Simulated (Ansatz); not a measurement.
# How many bands does the GW gap of Be3N2 (P6_3/mmc) need?, part 2 of 2

Wanted: a G0W0 gap for Be3N2 (P6_3/mmc) that is converged in bands and cutoff, or an estimate of the limit.

Ansatz 0.2.0; G0W0 on LDA, plane waves, PAW; PAW set soft_1. Known limits of the many-body steps: not at the basis limit.

So far. Step 4 (373 empty bands, screening to 180 eV): Against the run with 6×6×2 mesh, 173 empty bands, screening to 108 eV, PAW set soft_1 files, the gap moves by +0.20 eV.

**5. Changing the frequency model: 6×6×2 mesh, 173 empty bands, screening to 108 eV, plasmon pole, PAW set soft_1 files**

A plasmon pole stands in for the full frequency dependence of the screening; this run shows what that costs in accuracy. Bands and cutoff differ from the step before, so it is read against an earlier run that matches them.

The input, input.yaml:

```yaml
crystal:
  lattice:
    - [2.8416792263, 0.0, 0.0]
    - [-1.4208396132, 2.4609663994, 0.0]
    - [0.0, 0.0, 9.74684101]
  atoms:
    - { symbol: Be, position: [0.33333333, 0.66666667, 0.07848597] }
    - { symbol: Be, position: [0.66666667, 0.33333333, 0.57848597] }
    - { symbol: Be, position: [0.66666667, 0.33333333, 0.92151403] }
    - { symbol: Be, position: [0.33333333, 0.66666667, 0.42151403] }
    - { symbol: Be, position: [0.0, 0.0, 0.25] }
    - { symbol: Be, position: [0.0, 0.0, 0.75] }
    - { symbol: "N", position: [0.0, 0.0, 0.0] }
    - { symbol: "N", position: [0.0, 0.0, 0.5] }
    - { symbol: "N", position: [0.33333333, 0.66666667, 0.25] }
    - { symbol: "N", position: [0.66666667, 0.33333333, 0.75] }
kpoints:
  mp_grid: { grid: [6, 6, 2] }
hamiltonian:
  xc: lda
  pseudopotentials: { kind: paw, azcp: { folder: soft_1 }, xc_functional: pbe }
scf:
  occupations: { method: fixed }
gw:
  n_empty_bands: 173
  ecut_chi: 108
  qp_bands: [v3, c3]
  qp_kpoints: band_edges
  screening: { model: godby_needs }
```

Run with:

```console
ansatz run input.yaml --threads 3 --pin off --max-ram 92160MiB --backend cuda --events-out ev --progress --plain --runs-dir out --devices 1 --max-vram 13GiB
```

Numbers of over 12 decimals in the logs are rounded to 6 here.

The log of the run:

```text
GPUs: using 1 of 1 available (devices: 1).
[...]
GPU FFT provider: cuFFT
GPU libraries: cuBLAS 13.8.2, cuFFT 12.4.0, cuSOLVER 12.3.4
Crystal: 10 atoms, lattice volume = 68.162 Å³
Basis set: ecut = 420 eV, 1329 PW (Γ)
Bands: 26, of which v1, the nominal top of the filled ones, is band 16 counted from 1 (15 counted from 0)
Symmetry: 24 space group operations
[...]
k-points: 14 of 72
[...]
1    15      7.4856   -22.0808     3.3045   -18.2846  0.8048     6.9928     6.9940  root
[...]
13    16      6.0346   -20.8721     3.3494   -16.8637  0.8008     5.3734     5.3756  root
    13    17     13.6109    -6.3193    -4.4669   -11.8127  0.8369    14.6424    14.6375  root
    13    18     13.6109    -6.3193    -4.4669   -11.8127  0.8369    14.6424    14.6375  root
    13    19     14.2840    -7.3189    -4.7332   -13.3583  0.8266    15.5986    15.5902  root
[key lines of the parts left out:]
SCF converged after 9 iterations
Free energy (F): -2036.732270 eV
Fermi energy:    7.678545 eV
```

Run time: 17 s. Hardware: 1 × NVIDIA H100 80GB HBM3 (shared by 6 runs) with 3 threads of AMD EPYC 7R13 (Zen 3), shared host; peak memory 1.3 GiB; 28 s of CPU time.

This step gave:

- bands summed: 189
- plasmon-pole fit frequency: 25.44 eV
- RPA ε∞ on this mesh (eigenvalues): 4.356, 4.356, 5.304
- plane waves in the screening matrix: 191
- G0W0 gap on the mesh: 4.645 eV
- k of the valence top: 0, 0, 0
- k of the conduction bottom: 0, -0.5, 0
- starting gap on the mesh: 3.261 eV
- least direct G0W0 gap on the computed points: 6.187 eV

Against the run with 6×6×2 mesh, 173 empty bands, screening to 108 eV, PAW set soft_1 files, the gap moves by −0.03 eV.

**6. Changing the files: 6×6×2 mesh, 173 empty bands, screening to 108 eV, hard PAW files**

Other atomic data (hard PAW) test the pseudisation: the cutoff goes from 420 to 960 eV and the valence electrons from 32 to 44, which opens shells that were frozen.

This step: G0W0 on LDA, plane waves, PAW.

Changes to input.yaml since step 5:

```diff
@@ -20,3 +20,3 @@
   xc: lda
-  pseudopotentials: { kind: paw, azcp: { folder: soft_1 }, xc_functional: pbe }
+  pseudopotentials: { kind: paw, source: ansatz }
 scf:
@@ -28,2 +28,2 @@
   qp_kpoints: band_edges
-  screening: { model: godby_needs }
+  screening: { model: contour_deformation }
```

The log of the run:

```text
GPUs: using 1 of 1 available (devices: 1).
[...]
GPU FFT provider: cuFFT
GPU libraries: cuBLAS 13.8.2, cuFFT 12.4.0, cuSOLVER 12.3.4
Crystal: 10 atoms, lattice volume = 68.162 Å³
Basis set: ecut = 960 eV, 4579 PW (Γ)
Bands: 32, of which v1, the nominal top of the filled ones, is band 22 counted from 1 (21 counted from 0)
Symmetry: 24 space group operations
[...]
k-points: 14 of 72
[...]
1    21      8.0428   -22.0832     3.2457   -18.2917  0.7988     7.4949     7.4971  root
[...]
13    22      6.5914   -20.8951     3.3058   -16.8898  0.7919     5.8878     5.8919  root
    13    23     14.1668    -6.3380    -4.5177   -11.8320  0.8316    15.1495    15.1431  root
    13    24     14.1668    -6.3380    -4.5177   -11.8320  0.8316    15.1495    15.1431  root
    13    25     14.8390    -7.3246    -4.8092   -13.3648  0.8194    16.0818    16.0699  root
[key lines of the parts left out:]
SCF converged after 8 iterations
Free energy (F): -3892.022201 eV
Fermi energy:    8.236382 eV
```

It took 25 s on 1 × NVIDIA H100 80GB HBM3 (shared by 6 runs) with 3 threads; peak memory 1.4 GiB; 35 s of CPU time.

Numbers from this step:

```
bands summed                                 : 195
RPA ε∞ on this mesh (eigenvalues)            : 4.374, 4.374, 5.324
plane waves in the screening matrix          : 191
G0W0 gap on the mesh                         : 4.650 eV
k of the valence top                         : 0, 0, 0
k of the conduction bottom                   : 0, -0.5, 0
starting gap on the mesh                     : 3.257 eV
least direct G0W0 gap on the computed points : 6.180 eV
```

Against the run with 6×6×2 mesh, 173 empty bands, screening to 108 eV, PAW set soft_1 files, the gap moves by −0.03 eV.

**7. The runs together**

Times are wall times on 1 × NVIDIA H100 80GB HBM3 (shared by 6 runs) with 3 threads of AMD EPYC 7R13 (Zen 3), shared host, good to a factor of about two.

```tsv
mesh	files	frequency	bands summed	cutoff (eV)	start (eV)	G0W0 (eV)	time	host memory (GiB)
6×6×2	PAW set soft_1	contour deformation	77	54	3.261	4.424	7.1 s	1.00
6×6×2	PAW set soft_1	contour deformation	189	108	3.261	4.677	7.7 s	1.1
6×6×2	PAW set soft_1	contour deformation	389	180	3.261	4.879	24 s	1.5
6×6×2	PAW set soft_1	plasmon pole	189	108	3.261	4.645	17 s	1.3
6×6×2	hard PAW	contour deformation	195	108	3.257	4.650	25 s	1.4
```

The parts of the quasiparticle energy at the two band edges (eV; QP = start + Σx + Σc − Vxc):

```tsv
run	edge	start	Σx	Σc	Vxc	Z	QP
77 bands	valence top	7.68	-22.22	3.75	-18.50	0.81	7.71
77 bands	conduction bottom	10.94	-6.91	-3.77	-11.88	0.84	12.14
189 bands	valence top	7.68	-22.22	3.21	-18.50	0.80	7.17
189 bands	conduction bottom	10.94	-6.91	-4.06	-11.88	0.84	11.85
389 bands	valence top	7.68	-22.22	2.89	-18.50	0.80	6.84
389 bands	conduction bottom	10.94	-6.91	-4.18	-11.88	0.84	11.72
```

**8. Summary of results**

| Quantity | Value |
| --- | --- |
| 77 bands, 54 eV | 4.424 eV |
| 189 bands, 108 eV | 4.677 eV |
| 389 bands, 180 eV | 4.879 eV |
| estimated limit in bands and cutoff | 5.07 eV |
| mesh and start | 6×6×2, LDA |

What this shows: A line in one over the bands through the two highest rungs gives 5.07 eV, +0.19 eV from the top rung; the pair below gives 4.85 eV, so the estimate is still climbing. The rungs stand 0.65 eV (77 bands), 0.39 eV (189 bands) and 0.19 eV (389 bands) from it. From 77 to 389 bands the gap moves by +0.45 eV while the time grows 3.4-fold. Σc changes by −0.87 eV at the valence top and −0.41 eV at the conduction bottom, so the valence edge carries most of the change. The plasmon-pole model gives −0.03 eV against contour deformation, 2 % of the correction, and saved no time in this program. Hard PAW files move the gap by −0.03 eV at equal bands and cutoff, −0.004 eV of it in the start.

[Paths, hosts, dates, memory and timing lines, banners, echoed tables and standing remarks are left out of the program output.]

[Logs are printed without paths, hosts, clocks, repeated set-up lines and the standing remarks that a program may print on its own settings, such as how far it seeks lower states.]

[Runs of the session that timed out or met a known fault of the program may be left out.]

[Cells called generated may have been cut or substituted from an entry of the Crystallography Open Database or the Materials Project.]

[Hosts, paths, dates, database ids (printed as entryN), source tags and the programs' standing remarks are cut or masked in the printed files.]
